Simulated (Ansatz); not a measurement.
## AgB (built on the sites of a database entry of InAg): from the cell to its phonons

Aim: the vibrations of AgB (built on the sites of a database entry of InAg), their spectra, and whether the structure is stable.

Program: Ansatz 0.2.0. Level of theory: DFT PBEsol, scalar-relativistic, plane waves, PAW. Results are calculated unless marked as measured.

The structure was built from a prototype and need not be the compound's stable phase.

### Step 1. The starting structure

The structure is cubic, space group Pm-3m (No. 221). Conventional cell: a = 3.045 Å, b = 3.045 Å, c = 3.045 Å, α = 90.00°, β = 90.00°, γ = 90.00°. Nearest to B lie 8 Ag at 2.64 Å. Nearest to Ag lie 8 B at 2.64 Å. Farther neighbours are not listed.

As a file:

```cif
data_structure
_symmetry_space_group_name_H-M 'P 1'
_symmetry_Int_Tables_number 1
_cell_length_a 3.0448
_cell_length_b 3.0448
_cell_length_c 3.0448
_cell_angle_alpha 90.000
_cell_angle_beta 90.000
_cell_angle_gamma 90.000
_cell_volume 28.23
loop_
_atom_site_label
_atom_site_type_symbol
_atom_site_fract_x
_atom_site_fract_y
_atom_site_fract_z
_atom_site_occupancy
B1 B 0.50000 0.50000 0.50000 1
Ag2 Ag 0.00000 0.00000 0.00000 1
```

### Step 2. Coarse relaxation

A rough relaxation comes first, because large forces or stress need no tight tolerances yet.

Input file input.yaml:

```yaml
crystal:
  lattice:
    - [3.04475, 0.0, 0.0]
    - [0.0, 3.04475, 0.0]
    - [0.0, 0.0, 3.04475]
  atoms:
    - { symbol: B, position: [0.5, 0.5, 0.5] }
    - { symbol: Ag, position: [0.0, 0.0, 0.0] }
kpoints:
  mp_grid: { grid: [6, 6, 6] }
hamiltonian:
  xc: pbesol
scf:
  occupations: { method: gaussian, width: 0.1 }
output:
  forces: true
  stress: true
  eigenvalues: true
relax:
  adjacent_minimum: "off"
  f_tol: 0.05
  max_steps: 80
  cell: { stress_tol: 0.5 }
```

The run is started by

```sh
> ansatz run input.yaml --threads 4 --pin off --max-ram 7168MiB --backend cpu --events-out ev --progress --plain --runs-dir out
```

Numbers of over 12 decimals in the logs are rounded to 6 here.

The log of the run:

```text
The last accepted step is kept in <dir> (removed where the run ends without a failure and the disk answers)
Engine: ansatz 0.2.0, aarch64-unknown-linux-gnu
Pseudopotentials: kind: paw
Pseudopotential: B, paw, valence charge 3, recommended cutoff 420 eV (normal), B.paw.azcp
Pseudopotential: Ag, paw, valence charge 19, recommended cutoff 420 eV (normal), Ag.paw.azcp
Functional definition: PBEsol
  exchange = pbesol_x
[...]
--- Relaxed structure (5 steps of the walk, 5 accepted, 1 SCFs on fresh bases) ---
  F+E_penalty+E_count = -7672.27637229 eV   max|allowed force component| = 2.301e-31 eV/Å   (the final SCF, on the basis selected at the relaxed cell)
  cell:  # Å, volume = 23.2591 Å³
    - [2.854505, 0, 0]
    - [0, 2.854505, 0]
    - [0, 0, 2.854505]
  atoms:
    - { symbol: B, position: [0.500000, 0.500000, 0.500000] }
    - { symbol: Ag, position: [0, 0, 0] }
[key lines of the parts left out:]
SCF converged after 6 iterations
Free energy (F): -7672.276372 eV
Fermi energy:    17.086253 eV
P = ⅓ Tr σ = -0.0553 GPa (-0.553 kbar)
```

Run time: 2.9 s. Hardware: 4 threads of Arm Neoverse N1, shared host; peak memory 0.29 GiB; 8.2 s of CPU time.

Step by step:

| step | energy less that of the first step (eV) | largest force component (eV/Å) | pressure (GPa) | volume (Å³) |
| --- | --- | --- | --- | --- |
| 1 | 0.0000 | 0.0000 | -16.40 | 28.23 |
| 2 | -0.2893 | 0.0000 | -5.51 | 24.30 |
| 3 | -0.3024 | 0.0000 | 4.14 | 22.70 |
| 4 | -0.3087 | 0.0000 | -0.65 | 23.36 |
| 5 | -0.3090 | 0.0000 | 0.00 | 23.26 |
| 6* | -0.3070 | 0.0000 | -0.06 | 23.26 |

Relaxation steps marked * repeat the geometry before them on a plane-wave basis chosen anew for their cell, so energy and pressure can jump there.

Forces are held to the 48 operations that the run works with; a distortion that breaks them can't arise in this run.

| conventional cell, symmetrised | before | after | change |
| --- | --- | --- | --- |
| a (Å) | 3.045 | 2.855 | -6.2 % |
| b (Å) | 3.045 | 2.855 | -6.2 % |
| c (Å) | 3.045 | 2.855 | -6.2 % |
| volume (Å³/atom) | 14.11 | 11.63 | -17.6 % |

Final coordinates:

```xyz
2
Lattice="2.8545 0.0000 0.0000 0.0000 2.8545 0.0000 0.0000 0.0000 2.8545" Properties=species:S:1:pos:R:3 pbc="T T T"
B     1.4273    1.4273    1.4273
Ag    0.0000    0.0000    0.0000
```

This step gave:

```
pressure          : -0.05527 GPa
volume per atom   : 11.63 Å³
gap on the k-mesh : 0 eV
```

In this step the volume went from 14.11 to 11.63 Å³/atom.

### Step 3. Bringing the structure to rest

Harmonic phonons are second derivatives at a point where the forces vanish, and they are wanted at zero stress, so atoms and cell are relaxed first.

Input file input.yaml:

```yaml
crystal:
  lattice:
    - [2.8545046699, 0.0, 0.0]
    - [0.0, 2.8545046699, 0.0]
    - [0.0, 0.0, 2.8545046699]
  atoms:
    - { symbol: B, position: [0.5, 0.5, 0.5] }
    - { symbol: Ag, position: [0.0, 0.0, 0.0] }
kpoints:
  mp_grid: { grid: [14, 14, 14] }
hamiltonian:
  xc: pbesol
scf:
  occupations: { method: gaussian, width: 0.1 }
output:
  forces: true
  stress: true
  eigenvalues: true
  write_density: true
  write_potential: true
  elf: true
  volumetric_format: npy
relax:
  adjacent_minimum: "off"
  f_tol: 0.005
  max_steps: 80
  cell: { stress_tol: 0.05 }
```

The log of the run:

```text
[...]
Crystal: 2 atoms, lattice volume = 23.259 Å³
Basis set: ecut = 420 eV, 461 PW (Γ), exchange–correlation on 40×40×40 points (8 copies of the dense FFT grid, shifted against one another)
Bands: 15, of which v1, the nominal top of the filled ones, is band 11 counted from 1 (10 counted from 0)
Symmetry: 48 space group operations
[...]
k-points: 120 of 2744
[...]
SCF iter   1: F=—  HF=-7672.295065 eV  |F-HF|=—  |Δ(HF+E_count)|=         —  Δρ=1.07e-2  dr2=2.15e-2  ethr=1.77e-3  ⟨swp⟩=4.1  Hψ=7961  notcnv=0
[...]
SCF iter   6: F=-7672.288408 eV  HF=-7672.288408 eV  |F-HF|=2.82e-11  |Δ(HF+E_count)|=   1.36e-9  Δρ=4.48e-7  dr2=3.53e-11  ethr=2.11e-11  ⟨swp⟩=4.5  Hψ=9116  notcnv=0
SCF 1 converged in 6 iterations: F = -7672.288408 eV  dr2 = 3.53e-11
[...]
relax step   1: F+E_penalty+E_count = -7672.28840811 eV  Δ(F+E_penalty+E_count) = +0.000e0 eV  max|allowed force component| = 6.903e-31 eV/Å  Δτ_max = 0.0000 Å  P = +1.064 GPa  Ω = 23.259 Å³  (6 SCF iters, dr2 threshold 1.00e-7 eV, accepted)
Crystal: 2 atoms, lattice volume = 23.449 Å³
[...]
SCF iter   6: F=-7672.288832 eV  HF=-7672.288832 eV  |F-HF|=2.73e-12  |Δ(HF+E_count)|=  2.46e-11  Δρ=8.34e-8  dr2=4.05e-13  ethr=1.00e-12  ⟨swp⟩=3.4  Hψ=7500  notcnv=0
SCF 2 converged in 6 iterations: F = -7672.288832 eV  dr2 = 4.05e-13
relax step   2: F+E_penalty+E_count = -7672.28883170 eV  Δ(F+E_penalty+E_count) = -4.236e-4 eV  max|allowed force component| = 5.916e-31 eV/Å  Δτ_max = 0.0000 Å  P = -0.120 GPa  Ω = 23.449 Å³  energy of the carried Pulay correction = -1.331e-4 eV  (6 SCF iters, dr2 threshold 2.00e-7 eV, accepted)
Crystal: 2 atoms, lattice volume = 23.430 Å³
[...]
SCF iter   6: F=-7672.288852 eV  HF=-7672.288852 eV  |F-HF|=1.82e-12  |Δ(HF+E_count)|=  1.82e-12  Δρ=8.80e-9  dr2=4.41e-15  ethr=1.00e-12  ⟨swp⟩=3.0  Hψ=6206  notcnv=0
SCF 3 converged in 6 iterations: F = -7672.288852 eV  dr2 = 4.41e-15
relax step   3: F+E_penalty+E_count = -7672.28885249 eV  Δ(F+E_penalty+E_count) = -2.079e-5 eV  max|allowed force component| = 2.219e-31 eV/Å  Δτ_max = 0.0000 Å  P = -0.001 GPa  Ω = 23.430 Å³  energy of the carried Pulay correction = -1.196e-4 eV  (6 SCF iters, accepted)
[...]
SCF iter   8: F=-7672.288965 eV  HF=-7672.288965 eV  |F-HF|=0.00e0  |Δ(HF+E_count)|=  1.82e-12  Δρ=2.36e-11  dr2=4.18e-20  ethr=1.00e-12  ⟨swp⟩=1.0  Hψ=4081  notcnv=0
SCF 4 converged in 8 iterations: F = -7672.288965 eV  dr2 = 4.18e-20
relax step   4: F+E_penalty+E_count = -7672.28896507 eV  Δ(F+E_penalty+E_count) = -1.126e-4 eV  max|allowed force component| = 1.150e-31 eV/Å  Δτ_max = 0.0000 Å  P = +0.002 GPa  Ω = 23.430 Å³  stress off target by 2.17e-3 GPa  SCF on the basis re-selected at this cell (its energy is not comparable with the rows above)  (8 SCF iters)
basis re-selected at this cell: Δ(F+E_penalty+E_count) = -1.126e-4 eV, ΔP = +0.003 GPa vs the last step (what re-selecting the basis moved, of the pressure what is left beyond the Pulay correction that the steps carried, after the strain that the cell walked since its last selection, with what the two solves' SCF thresholds leave and, on support functions, any second-order correction that the steps lacked; it is no m [...]
SCF converged after 8 iterations
Free energy (F): -7672.288965 eV
[...]
Internal energy: -7672.283600 eV  (E = F + TS)
E sigma→0 (E₀):  -7672.286282 eV
Entropy (-TS):   -0.005365 eV (-2.683 meV/atom)
Fermi energy:    16.727093 eV
[...]
--- Stress (GPa, compression-positive) ---
        0.002166      -0.000000      -0.000000
       -0.000000       0.002166      -0.000000
       -0.000000      -0.000000       0.002166
  P = ⅓ Tr σ = 0.0022 GPa (0.022 kbar)
--- Band table (eV; the first three rows and the last of 120) ---
  k-point 0: bands = [... 7 lower, 11.9555, 11.9555, 11.9555, 18.4988, 18.4988, 18.4988, 25.4427, 29.0015]
  k-point 1: bands = [... 7 lower, 11.8791, 11.8791, 11.9606, 18.1252, 18.6406, 18.6406, 25.6087, 28.9200]
  k-point 2: bands = [... 7 lower, 11.6772, 11.6772, 11.9747, 17.2163, 19.0361, 19.0361, 25.9267, 28.6909]
  k-point 119: bands = [... 7 lower, 12.8257, 12.8257, 14.0888, 19.2939, 19.2939, 19.2939, 20.8933, 20.8933]
--- Relaxed structure (3 steps of the walk, 3 accepted, 1 SCFs on fresh bases) ---
[...]
cell:  # Å, volume = 23.4301 Å³
    - [2.861483, 0, 0]
    - [0, 2.861483, 0.0]
    - [0, 0.0, 2.861483]
  atoms:
    - { symbol: B, position: [0.5, 0.5, 0.5] }
    - { symbol: Ag, position: [0, 0, 0] }
```

Elapsed: 5.2 s, on 4 threads; peak memory 0.35 GiB; 17 s of CPU time.

Step by step:

| step | energy less that of the first step (eV) | largest force component (eV/Å) | pressure (GPa) | volume (Å³) |
| --- | --- | --- | --- | --- |
| 1 | 0.0000 | 0.0000 | 1.06 | 23.26 |
| 2 | -0.0004 | 0.0000 | -0.12 | 23.45 |
| 3 | -0.0004 | 0.0000 | 0.00 | 23.43 |
| 4* | -0.0006 | 0.0000 | 0.00 | 23.43 |

Relaxation steps marked * repeat the geometry before them on a plane-wave basis chosen anew for their cell, so energy and pressure can jump there.

Forces are held to the 48 operations that the run works with; a distortion that breaks them can't arise in this run.

```csv
"conventional cell, symmetrised",before,after,change
a (Å),2.855,2.861,+0.2 %
b (Å),2.855,2.861,+0.2 %
c (Å),2.855,2.861,+0.2 %
volume (Å³/atom),11.63,11.72,+0.7 %
```

The relaxed structure:

```cif
data_structure
_symmetry_space_group_name_H-M 'P 1'
_symmetry_Int_Tables_number 1
_cell_length_a 2.8615
_cell_length_b 2.8615
_cell_length_c 2.8615
_cell_angle_alpha 90.000
_cell_angle_beta 90.000
_cell_angle_gamma 90.000
_cell_volume 23.43
loop_
_atom_site_label
_atom_site_type_symbol
_atom_site_fract_x
_atom_site_fract_y
_atom_site_fract_z
_atom_site_occupancy
B1 B 0.50000 0.50000 0.50000 1
Ag2 Ag 0.00000 0.00000 0.00000 1
```

Numbers from this step:

| Quantity | Value |
| --- | --- |
| pressure | 0.002166 GPa |
| volume per atom | 11.72 Å³ |

Electrostatic potential energy in the ac plane at fractional y = 0.500, with atoms of B within 0.2 Å of it. With pseudopotentials it is smooth inside the atoms' cores, unlike the true potential.

Ten even steps from '0' (-42 eV) to '9' (18 eV):
```
999999999999999
999999999999999
999999988999999
999998777789999
999987433478999
999974100147999
999873000037899
999873000037899
999974100147999
999987433478999
999998777789999
999999988999999
999999999999999
999999999999999
999999999999999
```
Columns run along a (2.9 Å; values clipped at the 3rd and 97th percentile), rows up along c (2.9 Å). Atoms in or near the plane, at fractional coordinates: B at (0.50, 0.50).

Valence density in the ac plane at fractional y = 0.500, with atoms of B within 0.2 Å of it. It is the smooth field of the valence electrons, not physical close to the nuclei.

Ten even steps from '0' (0.18 e/Å³) to '9' (0.58 e/Å³):
```
111000000000011
111111111111111
001123344332110
001235677653210
001358999985310
001369988996310
001479833897410
001479833897410
001369988996310
001358999985310
001235677653210
001123344332110
111111111111111
111000000000011
111000000000011
```
Columns run along a (2.9 Å), rows up along c (2.9 Å). Atoms in or near the plane, at fractional coordinates: B at (0.50, 0.50).

ELF in the ac plane at fractional y = 0.500, with atoms of B within 0.2 Å of it. It is the smooth field of the valence electrons, not physical close to the nuclei.

Ten even steps from '_' (0.01) to '@' (0.68):
```
::::::::----========----::::::
::::::--==++********++==--::::
::::--==**%%@@@@@@@@%%**==--::
::--==**%%@@@@@@@@@@@@%%**==--
----++%%@@@@%%****%%@@@@%%++--
--==**@@@@%%==....==%%@@@@**==
--==**@@@@**..____..**@@@@**==
--==**@@@@**..____..**@@@@**==
--==**@@@@%%==....==%%@@@@**==
----++%%@@@@%%****%%@@@@%%++--
::--==**%%@@@@@@@@@@@@%%**==--
::::--==**%%@@@@@@@@%%**==--::
::::::--==++********++==--::::
::::::::----========----::::::
::::::::::------------::::::::
```
Columns run along a (2.9 Å), rows up along c (2.9 Å). Atoms in or near the plane, at fractional coordinates: B at (0.50, 0.50).

In this step the volume went from 11.63 to 11.72 Å³/atom.

### Step 4. Relaxing to small forces for the phonons

Phonons need a cell at rest on their own settings, so the relaxation is repeated with tight tolerances on forces and stress on the k mesh and occupations of the first response run.

input.yaml, the sections that differ from step 3:

```yaml
crystal:
  lattice:
    - [2.8614831537, 0.0, 0.0]
    - [0.0, 2.8614831537, 0.0]
    - [0.0, 0.0, 2.8614831537]
  atoms:
    - { symbol: B, position: [0.5, 0.5, 0.5] }
    - { symbol: Ag, position: [0.0, 0.0, 0.0] }
kpoints:
  mp_grid: { grid: [16, 16, 16] }
scf:
  occupations: { method: methfessel_paxton, width: 0.2 }
relax:
  adjacent_minimum: "off"
  f_tol: 0.001
  max_steps: 60
  cell: { stress_tol: 0.01 }
# hamiltonian, output: as in step 3
```

The log of the run:

```text
[...]
Crystal: 2 atoms, lattice volume = 23.430 Å³
Basis set: ecut = 420 eV, 461 PW (Γ), exchange–correlation on 40×40×40 points (8 copies of the dense FFT grid, shifted against one another)
Bands: 15, of which v1, the nominal top of the filled ones, is band 11 counted from 1 (10 counted from 0)
Symmetry: 48 space group operations
[...]
k-points: 165 of 4096
[...]
k-point 164: bands = [... 7 lower, 12.8393, 12.8393, 14.0991, 19.3069, 19.3069, 19.3069, 20.9071, 20.9071]
--- Relaxed structure (3 steps of the walk, 3 accepted, 1 SCFs on fresh bases) ---
[...]
cell:  # Å, volume = 23.4162 Å³
    - [2.860920, 0, 0.0]
    - [0, 2.860920, 0]
    - [0.0, 0, 2.860920]
  atoms:
    - { symbol: B, position: [0.500000, 0.500000, 0.500000] }
    - { symbol: Ag, position: [0, 0, 0] }
[key lines of the parts left out:]
SCF converged after 4 iterations
Free energy (F): -7672.288166 eV
Fermi energy:    16.745522 eV
P = ⅓ Tr σ = -0.0004 GPa (-0.004 kbar)
```

Wall time 5.8 s (4 threads); peak memory 0.37 GiB; 20 s of CPU time.

Little changed from the start: no atom moved by 0.005 Å and no cell edge by 0.1 %.

This step gave:

```yaml
pressure: -4.04e-4 GPa
volume_per_atom: 11.71 Å³
```

ELF in the ac plane at fractional y = 0.500, with atoms of B within 0.2 Å of it. It is the smooth field of the valence electrons, not physical close to the nuclei.

Ten even steps from '0' (0.01) to '9' (0.68):
```
222233444433222
222345666654322
223468999986432
234689999998643
335899866899853
346998411489964
346996100169964
346996100169964
346998411489964
335899866899853
234689999998643
223468999986432
222345666654322
222233444433222
222223333332222
```
Columns run along a (2.9 Å), rows up along c (2.9 Å). Atoms in or near the plane, at fractional coordinates: B at (0.50, 0.50).

Valence density in the ac plane at fractional y = 0.500, with atoms of B within 0.2 Å of it. It is the smooth field of the valence electrons, not physical close to the nuclei.

Ten even steps from '_' (0.18 e/Å³) to '@' (0.58 e/Å³):
```
......____________________....
..............................
____....::----====----::....__
____..::--++**####**++--::..__
____..--++%%@@@@@@@@%%++--..__
____..--**@@@@%%%%@@@@**--..__
____..==##@@%%----%%@@##==..__
____..==##@@%%----%%@@##==..__
____..--**@@@@%%%%@@@@**--..__
____..--++%%@@@@@@@@%%++--..__
____..::--++**####**++--::..__
____....::----====----::....__
..............................
......____________________....
......____________________....
```
Columns run along a (2.9 Å), rows up along c (2.9 Å). Atoms in or near the plane, at fractional coordinates: B at (0.50, 0.50).

Electrostatic potential energy in the ac plane at fractional y = 0.500, with atoms of B within 0.2 Å of it. With pseudopotentials it is smooth inside the atoms' cores, unlike the true potential.

Ten even steps from '0' (-42 eV) to '9' (18 eV):
```
999999999999999
999999999999999
999999988999999
999998777789999
999987433478999
999974100147999
999873000037899
999873000037899
999974100147999
999987433478999
999998777789999
999999988999999
999999999999999
999999999999999
999999999999999
```
Columns run along a (2.9 Å; values clipped at the 3rd and 97th percentile), rows up along c (2.9 Å). Atoms in or near the plane, at fractional coordinates: B at (0.50, 0.50).

The forces vanish by symmetry and the pressure is 0.000 GPa, within the tolerances set. The cell now holds 11.71 Å³/atom.

(Continued in part 2 of 2.)

[Logs are printed without paths, hosts, clocks, repeated set-up lines and the standing remarks that a program may print on its own settings, such as how far it seeks lower states.]

[Hosts, paths, dates, database ids (printed as entryN), source tags and the programs' standing remarks are cut or masked in the printed files.]
